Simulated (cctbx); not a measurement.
## Accept or mend?

Cell a = 9.8870 Å, b = 9.8870 Å, c = 9.8870 Å, α = 90.00°, β = 90.00°, γ = 90.00°; space group I-43d (no. 220).

The data are simulated with cctbx, not measured: synchrotron X-rays, λ = 0.4959 Å, to d = 0.8 Å, 70 % of the full sphere, strongest reflection 20000 counts, noise from counting, a 3 % proportional error and a noise floor of 15 counts (s.d.); no absorption.

An anisotropic refinement with weights 1/σ² prints:

```text
Rint 0.027, 172 unique reflections to 0.80 A
cycle     R1     wR2    GooF  max shift (A)
   1  0.0103  0.0273   2.299   0.00044
   2  0.0087  0.0217   1.827   0.00000
final R1 0.0087 wR2 0.0217 GooF 1.827  parameters 5  data/parameter 34.4
atom        x        y        z      Ueq    occ   su(xyz)  su(Uiso or U11)
Eu1    0.82439  0.32439  0.17561   0.0105  1.000  0.00002  0.0001
Ce1    0.00000  0.25000  0.87500   0.0102  1.000  0.00000  0.0002
Flack x: 1.06(7)
Hooft y: 1.023(50)  Bijvoet pairs: 71
difference map: max 0.22 min -0.29 rms 0.07
Q1    0.1060  0.3940  0.6060   16    0.24  0.54 A from Eu1
Q2    0.0412  0.1907  0.3285   48    0.21  2.02 A from Eu1
Q3    0.0572  0.0741  0.3730   48    0.20  2.29 A from Ce1
Q4    0.9970  0.0448  0.2904   48    0.19  1.35 A from Ce1
Q5    0.9970  0.0660  0.6202   48    0.19  0.84 A from Eu1
Q6    0.0573  0.3846  0.4244   48    0.17  1.55 A from Eu1
```

**Question.** Can this result stand? If not, what is the likely fault?

Mend it. The fault: the structure inverted. Against the right model at the same level, R1 goes from 0.0046 to 0.0087 and GooF from 0.91 to 1.83. Only the Bijvoet differences see the inversion, so R1 moves little while x goes to 1 − x. Flack x = 1.06 with s.u. 0.07: x is within 3 s.u. of 1: the model is inverted.

The compound is Ce3Eu4. The right model at the same level gives:

```text
Rint 0.027, 172 unique reflections to 0.80 A
cycle     R1     wR2    GooF  max shift (A)
   1  0.0078  0.0199   1.676   0.00036
   2  0.0046  0.0108   0.908   0.00000
final R1 0.0046 wR2 0.0108 GooF 0.908  parameters 5  data/parameter 34.4
atom        x        y        z      Ueq    occ   su(xyz)  su(Uiso or U11)
Eu1    0.17560  0.67560  0.82440   0.0105  1.000  0.00001  0.0001
Ce1    0.00000  0.75000  0.12500   0.0102  1.000  0.00000  0.0001
Flack x: -0.06(7)
Hooft y: -0.023(50)  Bijvoet pairs: 71
difference map: max 0.22 min -0.29 rms 0.07
Q1    0.1079  0.1079  0.1079   16    0.23  0.57 A from Eu1
Q2    0.0406  0.3057  0.8299   48    0.22  2.04 A from Eu1
Q3    0.0548  0.0973  0.5583   48    0.20  2.15 A from Eu1
Q4    0.0044  0.0437  0.7915   48    0.19  1.33 A from Ce1
Q5    0.0070  0.0689  0.1188   48    0.18  0.80 A from Eu1
Q6    0.0309  0.3160  0.8938   48    0.17  2.33 A from Eu1
```

The model is made up (kin elements in a known structure type, no relaxation), so it says nothing on whether the phase exists.

[Middle refinement cycles are left out of these outputs.]

[Logs are printed without paths, hosts, clocks, repeated set-up lines and the standing remarks that a program may print on its own settings, such as how far it seeks lower states.]
